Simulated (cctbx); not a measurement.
**Lattice, Laue class and space group of a new crystal**

Cell: a = 12.5710 Å, b = 14.3140 Å, c = 4.0040 Å, α = 90.00°, β = 90.00°, γ = 90.00°. Expected content of the cell: Tb4 Pd8 Al32.

Simulated single-crystal data (cctbx): Mo Kα, λ = 0.71073 Å, to d = 0.84 Å, 80 % of the full sphere, strongest reflection 5000 counts, noise from counting, a 6 % proportional error and a noise floor of 8 counts (s.d.); no absorption.

Tests on the unmerged data give:

```text
4090 reflections to d = 0.840 A
centring   violations  <I/sigma> of those
    A        821 of  2072      4.0
    B        815 of  2042      3.9
    C        760 of  2056      3.8
    I        775 of  2021      3.9
    R       1071 of  2710      4.0
    F       1198 of  3085      3.9
Laue class    unique    Rint  (classes that these axes allow; Friedel mates merged)
P -1             2452   0.081
P 1 2/m 1        1333   0.095
P 1 1 2/m        1460   0.092
P 2/m 1 1        1342   0.093
P m m m           806   0.101
space group    extra absences  I>4sigma  <I/sigma>
P 2 2 2                 0          0         -  acentric
P 21 2 2               12          0       0.6  acentric
P 2 21 2               14          0       0.2  acentric
P 21 21 2              26          0       0.4  acentric
P m m 2                 0          0         -  acentric
P 2 m m                 0          0         -  acentric
P m 2 m                 0          0         -  acentric
P 21 a m               92          0       0.4  acentric
P b 21 m              102          0       0.1  acentric
P m a 2                92          0       0.4  acentric
P b m 2               102          0       0.1  acentric
P b a 2               194          0       0.2  acentric
P m m m                 0          0         -  centric
P b m m               102          0       0.1  centric
P m a m                92          0       0.4  centric
P b a m               194          0       0.2  centric
Wilson B = 0.86 A^2   <|E^2-1|> = 0.945 (0.968 centric, 0.736 acentric)   E^2>4: 4.5 %
shell (A)         n   <I/sigma>
14.32 - 1.68    126     10.4
 1.68 - 1.33     97      9.4
 1.33 - 1.16    104      8.7
 1.16 - 1.06     97      7.5
 1.06 - 0.98     93      7.9
 0.98 - 0.92    101      7.6
 0.92 - 0.88     93      6.8
 0.88 - 0.84     95      5.8
```

**Question.** What are the lattice type, the Laue class and the likely space group?

Every centring test has many violations, so the lattice is primitive.

Rint stays low (0.081 to 0.101) up to P m m m, the highest class in these axes.

16 settings pass the absence test. The most absences obeyed, 194, belong to P b a 2 and P b a m, which absences can't tell apart.

⟨|E²−1|⟩ = 0.945 leans to a centrosymmetric structure. The Wilson B of 0.86 Å² means U ≈ 0.0109 Å².

The true group is Pbam (no. 55), Laue class mmm, centrosymmetric. The tables only narrow the choice to the tied entries; cell content, site symmetry and trial solutions must settle it.

The model is made up (kin elements in a known structure type, no relaxation), so it says nothing on whether the phase exists.

[Logs are printed without paths, hosts, clocks, repeated set-up lines and the standing remarks that a program may print on its own settings, such as how far it seeks lower states.]
